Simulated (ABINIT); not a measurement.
# GaP (F-43m): G0W0 with ABINIT, start to end

How does a plane-wave GW calculation on GaP (F-43m) run from the first input to the gap?

Method: PBE and many-body steps on it, plane waves, in ABINIT 10.8.3.

**Experimental background.**

- Gap 2.25 ± 0.04 eV: optical gap from Tauc plot (fundamental, indirect); spectroscopic ellipsometry, Tauc-Lorentz fit and Tauc plot; 300 K; film (GaP layer on Si reference sample) on Si (“Assessment of GaPSb/Si tandem material association properties for photoelectrochemical cells”, 2020, arxiv:2002.02774).

Report form: the programs' logs are mostly left out.

### Step 1. Starting point

The structure is cubic, space group F-43m (No. 216). The conventional cell has a = 5.450 Å, b = 5.450 Å, c = 5.450 Å, α = 90.00°, β = 90.00°, γ = 90.00°. Ga has 4 P at 2.36 Å nearest. Nearest to P lie 4 Ga at 2.36 Å. Farther neighbours are not listed.

Coordinates:

```cif
data_structure
_symmetry_space_group_name_H-M 'F-43m'
_symmetry_Int_Tables_number 216
_cell_length_a 5.4505
_cell_length_b 5.4505
_cell_length_c 5.4505
_cell_angle_alpha 90.000
_cell_angle_beta 90.000
_cell_angle_gamma 90.000
_cell_volume 161.92
loop_
_atom_site_label
_atom_site_type_symbol
_atom_site_symmetry_multiplicity
_atom_site_Wyckoff_symbol
_atom_site_fract_x
_atom_site_fract_y
_atom_site_fract_z
_atom_site_occupancy
Ga1 Ga 4 a 0.00000 0.00000 0.00000 1
P1 P 4 d 0.25000 0.25000 0.75000 1
```

The cell and positions come from the Crystallography Open Database and are kept as given unless a step says otherwise.

### Step 2. Ground state

This step: ABINIT 10.8.3; DFT, PBE, plane waves, norm-conserving pseudopotentials.

The ground-state density comes first.

File run.abi:

```
acell 3*1.0 Angstrom
rprim 
  0.000000000000 2.725250000000 2.725250000000
  2.725250000000 0.000000000000 2.725250000000
  2.725250000000 2.725250000000 0.000000000000
ntypat 2
znucl 31 15
natom 2
typat 1 2
xred 
  0.000000000000 0.000000000000 0.000000000000
  0.250000000000 0.250000000000 0.250000000000
pp_dirpath "pseudos"
pseudos "Ga.upf, P.upf"
ecut 45
ngkpt 6 6 6
nshiftk 1
shiftk 0 0 0
kptopt 1
chksymbreak 0
nband 18
occopt 1
tolvrs 1e-10
nstep 60
prtwf 0
optforces 0
optstress 0
indata_prefix "in"
outdata_prefix "out"
tmpdata_prefix "tmp"
```

On the command line:

```
OMP_NUM_THREADS=1 mpirun -n 8 abinit run.abi > log
```

Elapsed: 10 s, on 8 MPI ranks of Arm Neoverse V1, shared host; peak memory 0.61 GiB.

Numbers from this step:

```
total energy               : -6946.1481 eV
gap                        : 1.653 eV
k of the valence top       : 0, 0, 0
k of the conduction bottom : 0.5, 0.5, 0
least direct gap           : 1.809 eV
```

The gap is indirect, with the least direct gap 0.16 eV higher.

### Step 3. Bands along the symmetry lines

The cheap functional maps the bands first; the places of the edges decide which points the dearer methods must see.

File run.abi:

```
acell 3*1.0 Angstrom
rprim 
  0.000000000000 2.725250000000 2.725250000000
  2.725250000000 0.000000000000 2.725250000000
  2.725250000000 2.725250000000 0.000000000000
ntypat 2
znucl 31 15
natom 2
typat 1 2
xred 
  0.000000000000 0.000000000000 0.000000000000
  0.250000000000 0.250000000000 0.250000000000
pp_dirpath "pseudos"
pseudos "Ga.upf, P.upf"
ecut 45
iscf -2
irdden 1
kptopt 0
nkpt 50
kpt 
  0.00000000 0.00000000 0.00000000
  -0.06250000 -0.06250000 0.00000000
  -0.12500000 -0.12500000 0.00000000
  -0.18750000 -0.18750000 0.00000000
  -0.25000000 -0.25000000 0.00000000
  -0.31250000 -0.31250000 0.00000000
  -0.37500000 -0.37500000 0.00000000
  -0.43750000 -0.43750000 0.00000000
  -0.50000000 -0.50000000 0.00000000
  -0.48437500 -0.48437500 0.03125000
  -0.46875000 -0.46875000 0.06250000
  -0.45312500 -0.45312500 0.09375000
  -0.43750000 -0.43750000 0.12500000
  -0.42187500 -0.42187500 0.15625000
  -0.40625000 -0.40625000 0.18750000
  -0.39062500 -0.39062500 0.21875000
  -0.37500000 -0.37500000 0.25000000
  -0.37500000 0.00000000 0.37500000
  -0.32812500 0.00000000 0.32812500
  -0.28125000 0.00000000 0.28125000
  -0.23437500 0.00000000 0.23437500
  -0.18750000 0.00000000 0.18750000
  -0.14062500 0.00000000 0.14062500
  -0.09375000 0.00000000 0.09375000
  -0.04687500 0.00000000 0.04687500
  0.00000000 0.00000000 0.00000000
  0.00000000 0.00000000 0.06250000
  0.00000000 0.00000000 0.12500000
  0.00000000 0.00000000 0.18750000
  0.00000000 0.00000000 0.25000000
  0.00000000 0.00000000 0.31250000
  0.00000000 0.00000000 0.37500000
  0.00000000 0.00000000 0.43750000
  -0.00000000 -0.00000000 0.50000000
  -0.06250000 -0.03125000 0.46875000
  -0.12500000 -0.06250000 0.43750000
  -0.18750000 -0.09375000 0.40625000
  -0.25000000 -0.12500000 0.37500000
  -0.31250000 -0.15625000 0.34375000
  -0.37500000 -0.18750000 0.31250000
  -0.43750000 -0.21875000 0.28125000
  -0.50000000 -0.25000000 0.25000000
  -0.50000000 -0.28125000 0.21875000
  -0.50000000 -0.31250000 0.18750000
  -0.50000000 -0.34375000 0.15625000
  -0.50000000 -0.37500000 0.12500000
  -0.50000000 -0.40625000 0.09375000
  -0.50000000 -0.43750000 0.06250000
  -0.50000000 -0.46875000 0.03125000
  -0.50000000 -0.50000000 0.00000000
istwfk *1
nband 23
nbdbuf 5
tolwfr 1e-07
nstep 50
prtwf 0
prtvol 0
indata_prefix "in"
outdata_prefix "out"
tmpdata_prefix "tmp"
```

Run time: 13 s. Hardware: 8 MPI ranks; peak memory 0.56 GiB.

Numbers from this step:

```
gap                        : 1.592 eV
k of the valence top       : 0, 0, 0
k of the conduction bottom : -0.4375, -0.4375, 0
least direct gap           : 1.809 eV
```

The gap is 1.592 eV, −0.061 eV from the run before at this level.

Electronic bands along the path, in eV, zero at the top of the highest filled band:

| point | band 10 | band 11 | band 12 | band 13 | band 14 | band 15 | band 16 | band 17 |
| --- | --- | --- | --- | --- | --- | --- | --- | --- |
| Γ | -12.50 | 0.00 | 0.00 | 0.00 | 1.81 | 3.88 | 3.88 | 3.88 |
| halfway | -11.46 | -3.68 | -1.68 | -1.68 | 2.18 | 3.72 | 6.74 | 6.74 |
| X | -9.53 | -6.76 | -2.68 | -2.68 | 1.65 | 1.82 | 10.57 | 10.57 |
| halfway | -9.51 | -6.71 | -3.24 | -2.57 | 1.84 | 2.75 | 9.51 | 9.66 |
| U | -9.57 | -6.55 | -3.94 | -2.26 | 2.19 | 4.80 | 8.23 | 8.25 |
| jump to K | -9.57 | -6.55 | -3.94 | -2.26 | 2.19 | 4.80 | 8.23 | 8.25 |
| halfway | -11.36 | -4.25 | -2.45 | -0.67 | 3.28 | 4.99 | 5.00 | 5.86 |
| Γ | -12.50 | 0.00 | 0.00 | 0.00 | 1.81 | 3.88 | 3.88 | 3.88 |
| halfway | -11.72 | -3.88 | -0.66 | -0.66 | 2.15 | 4.74 | 4.74 | 6.34 |
| L | -10.43 | -6.64 | -1.12 | -1.12 | 1.66 | 4.72 | 4.72 | 8.28 |
| halfway | -10.03 | -6.42 | -3.20 | -1.94 | 3.45 | 4.30 | 6.45 | 7.91 |
| W | -9.44 | -6.56 | -3.58 | -3.42 | 4.70 | 4.86 | 6.10 | 6.15 |
| halfway | -9.49 | -6.67 | -3.17 | -3.09 | 2.77 | 2.94 | 8.49 | 8.58 |
| X | -9.53 | -6.76 | -2.68 | -2.68 | 1.65 | 1.82 | 10.57 | 10.57 |

### Step 4. Empty states on the mesh, 4×4×4 mesh, 320 bands

The sums over transitions need many empty states on a uniform mesh; this step solves for them.

File run.abi:

```
acell 3*1.0 Angstrom
rprim 
  0.000000000000 2.725250000000 2.725250000000
  2.725250000000 0.000000000000 2.725250000000
  2.725250000000 2.725250000000 0.000000000000
ntypat 2
znucl 31 15
natom 2
typat 1 2
xred 
  0.000000000000 0.000000000000 0.000000000000
  0.250000000000 0.250000000000 0.250000000000
pp_dirpath "pseudos"
pseudos "Ga.upf, P.upf"
ecut 45
ngkpt 4 4 4
nshiftk 1
shiftk 0 0 0
kptopt 1
chksymbreak 0
irdden 1
istwfk *1
nband 320
prtvol 0
optdriver 6
gwr_task "HDIAGO"
paral_kgb 0
occopt 1
indata_prefix "in"
outdata_prefix "out"
tmpdata_prefix "tmp"
```

Run time: 56 s. Hardware: 8 MPI ranks; peak memory 7.1 GiB; 7.4 min of CPU time.

This step gave:

```yaml
gap: 1.652 eV
k_of_the_valence_top: 0, 0, 0
k_of_the_conduction_bottom: 0.5, 0.5, 0
least_direct_gap: 1.809 eV
k_points_computed: 8
lowest_point_of_the_top_converged_band_above_the_valence_top: 205.1126 eV
```

On this mesh the gap is 1.652 eV.

### Step 5. Screening, 4×4×4 mesh, 312 bands, screening to 359.2 eV

The RPA dielectric matrix is built and inverted for each q.

This step: RPA screening on PBE, plane waves, norm-conserving pseudopotentials.

Edit run.abi of step 4 so:

```diff
@@ -20,10 +20,11 @@
 chksymbreak 0
-irdden 1
 istwfk *1
-nband 320
-prtvol 0
-optdriver 6
-gwr_task "HDIAGO"
-paral_kgb 0
 occopt 1
+irdwfk 1
+optdriver 3
+nband 312
+ecuteps 13.2
+inclvkb 2
+awtr 1
+symchi 1
 indata_prefix "in"
```

It took 3.3 min on 8 MPI ranks; peak memory 3.4 GiB.

This step gave:

```yaml
eps_infinity_with_local_fields_on_this_mesh_along_the_program_s_q_direction: 18.16
the_same_without_local_fields: 19.73
plasma_frequency: 29.76 eV
plane_waves_in_the_screening_matrix: 609
```

Local fields lower ε∞ by 8 %. On a Γ-centred mesh this coarse the value itself is usually too large, while a short band sum pulls it down.

### Step 6. Self-energy, 4×4×4 mesh, 312 bands, screening to 359.2 eV

The self-energy is evaluated for the states that the input lists, and the levels follow from it, in one-shot runs by the linearised quasiparticle equation.

This step: G0W0 on PBE, plane waves, norm-conserving pseudopotentials.

Edit run.abi of step 5 so:

```diff
@@ -23,8 +23,19 @@
 irdwfk 1
-optdriver 3
+optdriver 4
 nband 312
+gwcalctyp 0
+ecutsigx 45
+symsigma 1
+nkptgw 3
+kptgw 
+  0.0000000000 0.0000000000 0.0000000000
+  0.5000000000 0.5000000000 0.0000000000
+  0.5000000000 0.0000000000 0.0000000000
+bdgw 
+  11 17
+  12 15
+  12 16
 ecuteps 13.2
-inclvkb 2
-awtr 1
-symchi 1
+irdscr 1
+ppmodel 1
 indata_prefix "in"
```

The job ended after 2 min (8 MPI ranks; peak memory 4.2 GiB).

This step gave:

- G0W0 gap on the points computed: 2.304 eV
- starting gap on the mesh: 1.652 eV
- k of the valence top: 0, 0, 0
- k of the conduction bottom: 0.5, 0.5, 0
- Z at the valence top: 0.783
- Z at the conduction bottom: 0.809
- least direct G0W0 gap on the computed points: 2.635 eV

The gap on the mesh goes from 1.65 eV to 2.30 eV, a correction of +0.65 eV.

Limits: finite bands, cutoff and mesh; no spin-orbit coupling; coarse k mesh. v1 is the top filled band, c1 the lowest empty one. The levels before and after the correction (eV, zero at the valence-band top of each column):

|  | conduction bottom | valence top |
| --- | --- | --- |
| Kohn-Sham | 1.65 | 0.00 |
| G0W0 | 2.30 | 0.00 |

|  | level | energy (eV) |
| --- | --- | --- |
| Kohn-Sham | Γ v3-v1 | 0.000 |
| Kohn-Sham | Γ c1 | 1.809 |
| Kohn-Sham | Γ c2-c4 | 3.885 |
| Kohn-Sham | (0.5 0.5 0) v2-v1 | -2.685 |
| Kohn-Sham | (0.5 0.5 0) c1 | 1.652 |
| Kohn-Sham | (0.5 0.5 0) c2 | 1.820 |
| G0W0 | Γ v3-v1 | 0.000 |
| G0W0 | Γ c1 | 2.635 |
| G0W0 | Γ c2-c4 | 4.807 |
| G0W0 | (0.5 0.5 0) v2-v1 | -2.765 |
| G0W0 | (0.5 0.5 0) c1 | 2.304 |
| G0W0 | (0.5 0.5 0) c2 | 2.577 |

### Step 7. Where the time went

Times are wall times on 8 MPI ranks of Arm Neoverse V1, shared host, good to a factor of about two.

| step | time | share | memory (GiB) |
| --- | --- | --- | --- |
| ground state | 10 s | 3 % | 0.61 |
| bands along the symmetry lines | 13 s | 3 % | 0.56 |
| empty states on the mesh | 56 s | 14 % | 7.1 |
| screening | 3.3 min | 50 % | 3.4 |
| self-energy | 2 min | 30 % | 4.2 |

### Step 8. Results

| Quantity | Value |
| --- | --- |
| PBE gap | 1.59 eV, indirect |
| G0W0 gap on the mesh | 2.30 eV |
| G0W0 gap over the zone (rigid shift) | 2.24 eV |
| GW settings | 4×4×4 mesh, 312 bands, screening to 359.2 eV, Godby-Needs plasmon pole |
| known limits | not at the basis limit; no spin-orbit coupling; coarse k mesh |

In words: G0W0 moves the gap on the mesh from 1.65 eV to 2.30 eV (+0.65 eV), with Z of 0.78 and 0.81 at the edges. The mesh misses the band edges by 0.06 eV in all; a rigid shift gives 2.24 eV for the zone. Local fields lower the RPA ε∞ on this mesh from 19.73 to 18.16; a Γ-centred mesh this coarse tends to raise both, most where the direct gap is narrow, while a short band sum lowers them. Only 3 of the mesh's irreducible points were corrected, so a valley elsewhere could overtake. The dearest step here is «screening». Against experiment, by G0W0@PBE: the gap of 2.24 eV lies −0.01 eV from the measured 2.25 ± 0.04 eV (indirect, 300 K, on Si, 2020). The calculation has static nuclei and no excitons; a measured gap holds zero-point and thermal motion, which mostly lowers it. Bands and cutoff are finite, so the gap is not at the basis limit. The miss can reach some tenths of an eV and take either sign; the mesh is an error of its own. In the G0W0 run levels were corrected at 3 k points alone, so a gap called «on the mesh» is the least over those, and an edge elsewhere would be missed. A denser mesh or path gives a starting gap of 1.59 eV: the GW mesh misses a band edge, so its gaps are not the fundamental one. The 4×4×4 mesh is coarse for this cell, which bears on the long-range parts of exchange and screening. The many-body steps are scalar-relativistic: spin-orbit coupling is not in them.

[Paths, hosts, dates, memory and timing lines, banners, echoed tables and standing remarks are left out of the program output.]

[Logs are printed without paths, hosts, clocks, repeated set-up lines and the standing remarks that a program may print on its own settings, such as how far it seeks lower states.]

[Runs of the session that timed out or met a known fault of the program may be left out.]

[Hosts, paths, dates, database ids (printed as entryN), source tags and the programs' standing remarks are cut or masked in the printed files.]

[G0W0 gaps are taken among the corrected bands and points alone; a level outside them can change the order at an edge.]

[Where Ansatz stands beside ABINIT at settings called matched, ABINIT's density can come from a denser mesh and the files from another edition; pairs whose starting gaps differed by over 0.03 eV were left out, so agreement reads better than it is.]
